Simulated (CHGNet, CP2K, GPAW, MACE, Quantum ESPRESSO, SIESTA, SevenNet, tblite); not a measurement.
**How far do other methods lie from plane waves? Graphene/1T-TiSe2 heterobilayer (65 atoms)**

Aim: forces of graphene/1T-TiSe2 heterobilayer (65 atoms) at one geometry, from other programs and methods, against plane-wave PBE.

Results are calculated, not measured.

**1. The cell**

The cell holds 65 atoms (38 C, 9 Ti and 18 Se), with edges of 10.67, 10.67 and 18.46 Å. Recipe: 19 cells of graphene (a = 2.46 Å, strained -0.48 %) and 9 cells of 1T-TiSe2 (a = 3.54 Å, +0.48 %) on one hexagonal cell, twist 36.59 deg; facing planes 3.36 Å apart; 12 Å of vacuum; displaced by a Gaussian of 0.01 Å. Then every atom was moved at random, 0.03 Å r.m.s. a Cartesian component.

**2. The reference input**

Quantum ESPRESSO 7.5: Kohn-Sham DFT, PBE, SSSP efficiency 1.3.0 pseudopotentials, plane waves. Its input, pw.in:

```
&control
  calculation = 'scf'
  pseudo_dir = './pseudo'
  outdir = './tmp'
  disk_io = 'none'
  tprnfor = .true.
/
&system
  ibrav = 0
  nat = 65
  ntyp = 3
  ecutwfc = 45
  ecutrho = 360
  nosym = .true.
  occupations = 'smearing'
  smearing = 'fd'
  degauss = 0.003675
/
&electrons
  conv_thr = 3.3e-07
  electron_maxstep = 100
  mixing_beta = 0.2
  mixing_mode = 'local-TF'
  diagonalization = 'david'
/
ATOMIC_SPECIES
C 12.011 C.upf
Ti 47.867 Ti.upf
Se 78.971 Se.upf
CELL_PARAMETERS angstrom
10.67140 0.00000 0.00000
-5.33570 9.24170 0.00000
0.00000 0.00000 18.46000
ATOMIC_POSITIONS crystal
C 0.24377 0.96188 0.32327
C 0.23633 0.82963 0.32666
C 0.19555 0.54717 0.32445
C 0.17215 0.39943 0.32749
[... 59 atom lines left out ...]
Se 0.19725 0.03962 0.67297
Se 0.30794 0.92162 0.50894
K_POINTS gamma
```

```console
$ OMP_NUM_THREADS=1 mpirun -np 4 pw.x -in pw.in > output.txt
```

It took 6.9 min on 4 MPI ranks of Arm Neoverse V1, shared host; peak memory 3.6 GiB; 28 min of CPU time.

It converged with an r.m.s. force component of 1.7 eV/Å.

**3. The other programs**

- CHGNet: machine-learned potential, published weights.
- CP2K 2026.2: Gaussian basis with GTH pseudopotentials and a plane-wave density; labels give functional, basis (MOLOPT sets; SR short-range, UZH the newer set with its own potentials), grid cutoff/relative cutoff and solver (OT: orbital transformation; TRS4, TC2, SIGN: linear-scaling purification with its sparsity filter), or its built-in tight binding.
- GPAW 26.7.0: PAW with atomic orbitals (LCAO), plane waves or a real-space grid of spacing h.
- MACE: machine-learned potential, published weights.
- SIESTA 5.4.2: numerical atomic orbitals, whose automatically made sets are far from complete, with PseudoDojo norm-conserving potentials that we converted to its format (checked against plane waves on the same files for H, C, O, Si, Ge and Ca alone); labels give functional, basis size, energy shift and mesh cutoff.
- SevenNet: machine-learned potential, published weights.
- tblite 0.8.0: extended tight binding, driven from Python.

All use the same cell and atoms, and the electronic-structure runs the same k-mesh.

**4. All runs compared**

Differences are against the reference: forces as r.m.s. over components, share as that over the reference's r.m.s. force, slope as the fitted ratio of a run's forces to the reference's.

| run | Δ force, r.m.s. (meV/Å) | share (%) | slope | cores | CPU time | memory (GiB) |
| --- | --- | --- | --- | --- | --- | --- |
| reference | - | - | - | 4 | 28 min | 3.6 |
| CHGNet 0.3.0 potential | 407 | 23.8 | 0.803 | 1 | 3.7 s | 1.1 |
| CP2K PBE, TZV2P-UZH, 800/50 Ry, diagonalisation | 18.7 | 1.10 | 1.003 | 2 | 21 min | 9.4 |
| CP2K PBE, TZVP-UZH, 800/50 Ry, diagonalisation | 33.6 | 1.97 | 1.013 | 2 | 12 min | 9.2 |
| GPAW PBE, LCAO dzp, h 0.2 Å | 125 | 7.35 | 1.057 | 1 | 3.5 min | 1.2 |
| GPAW PBE, LCAO dzp, h 0.2 Å, other mixer settings | 129 | 7.57 | 1.057 | 1 | 4 min | 1.1 |
| GPAW PBE, LCAO szp(dzp), h 0.2 Å (coarse) | 234 | 13.7 | 1.055 | 1 | 2.4 min | 1.1 |
| GPAW revPBE, LCAO dzp, h 0.2 Å | 150 | 8.80 | 1.063 | 1 | 3.1 min | 1.2 |
| MACE MP-0b2 small potential | 449 | 26.3 | 0.788 | 1 | 6.1 s | 0.71 |
| SIESTA PBE, DZP, shift 0.005 Ry, mesh 500 Ry | 229 | 13.4 | 1.101 | 2 | 11 min | 2.3 |
| SIESTA PBE, DZP, shift 0.01 Ry, mesh 500 Ry | 213 | 12.5 | 1.097 | 2 | 7.2 min | 2.0 |
| SIESTA optB88-vdW, PBE potentials, DZP, shift 0.01 Ry, mesh 500 Ry | 225 | 13.2 | 1.096 | 2 | 25 min | 3.2 |
| SevenNet 0 potential | 217 | 12.7 | 0.907 | 1 | 7.8 s | 0.79 |
| tblite GFN1-xTB | 320 | 18.8 | 0.957 | 1 | 2.9 s | 0.13 |

Rows marked coarse use a setting chosen to be so.

Times of the machine-learned potentials are mostly Python's start and the loading of weights.

CPU time is summed over cores on shared hosts, so it is rough.

**5. Findings**

Forces lie from 1.1 % (CP2K PBE, TZV2P-UZH, 800/50 Ry, diagonalisation) to 26 % (MACE MP-0b2 small potential) of the reference's r.m.s. force of 1.7 eV/Å away from it. The PBE runs in local orbitals, coarse settings apart, differ by 1.1 % (CP2K PBE, TZV2P-UZH, 800/50 Ry, diagonalisation) to 13 % (SIESTA PBE, DZP, shift 0.005 Ry, mesh 500 Ry); basis, grid and potentials can all enter. Tight binding differs by 19 % (tblite GFN1-xTB); it is another model, with fitted parameters of its own, and the xTB methods hold dispersion. Machine-learned potentials differ by 13 % (SevenNet 0 potential) to 26 % (MACE MP-0b2 small potential); they were trained on other programs' data. Among those trained on PBE data the slope goes as low as 0.79, which softening far from their training structures can give, though the reference's k-sampling is untested too.

Rows with another functional or a dispersion term differ by 8.8 % (GPAW revPBE, LCAO dzp, h 0.2 Å) to 13 % (SIESTA optB88-vdW, PBE potentials, DZP, shift 0.01 Ry, mesh 500 Ry), which mixes the change of model with differences of basis and potentials, some of them made for another functional. Runs with settings chosen to be coarse differ by 14 % (GPAW PBE, LCAO szp(dzp), h 0.2 Å), their programs' other errors included. SIESTA PBE, DZP, shift 0.005 Ry, mesh 500 Ry stiffens the forces by a factor of 1.10 while following their directions (correlation 0.997); the slopes of the 3 SIESTA runs lie between 1.10 and 1.10.

Caveats: Periodic xTB results under one method name differ between programs and library versions. The potentials hold different valence shells: 368 electrons in the reference, 548 in SIESTA; this bears on time and differences. Machine-learned potentials mimic data converged in k, so the reference's own k-point error enters their differences. The reference's PBE has no dispersion term, which matters for the binding between molecules or layers. One k-point is far too coarse for the carbon or group-IV sheet, and it can put spurious forces of up to about 1 eV/Å on the sheet's atoms. The runs have no spin polarisation, so moments on Ti can't form, and no Hubbard term. The electronic-structure runs sample only Γ, in a cell whose shortest periodic width is 9 Å, which is coarse for a cell with partly filled levels. The slab repeats along its normal with no dipole correction. Spin–orbit coupling is left out. Where levels are smeared, the DFT runs use Fermi–Dirac occupations at 580 K (0.05 eV), and energies are free energies. The atoms were displaced at random, and shares hang on the size of the forces that this gives. The reference's cutoffs and mesh weren't converged further here.

[Long decimals in the printed logs are rounded to 6 places.]

[Logs are printed without paths, hosts, clocks, repeated set-up lines and the standing remarks that a program may print on its own settings, such as how far it seeks lower states.]

[Hosts, paths, dates, database ids (printed as entryN), source tags and the programs' standing remarks are cut or masked in the printed files.]

[Only finished runs are shown, without SIESTA runs on faulty potentials for Cu, Fe, Ni or Zn; cells were taken only where this reference lay near another plane-wave run.]
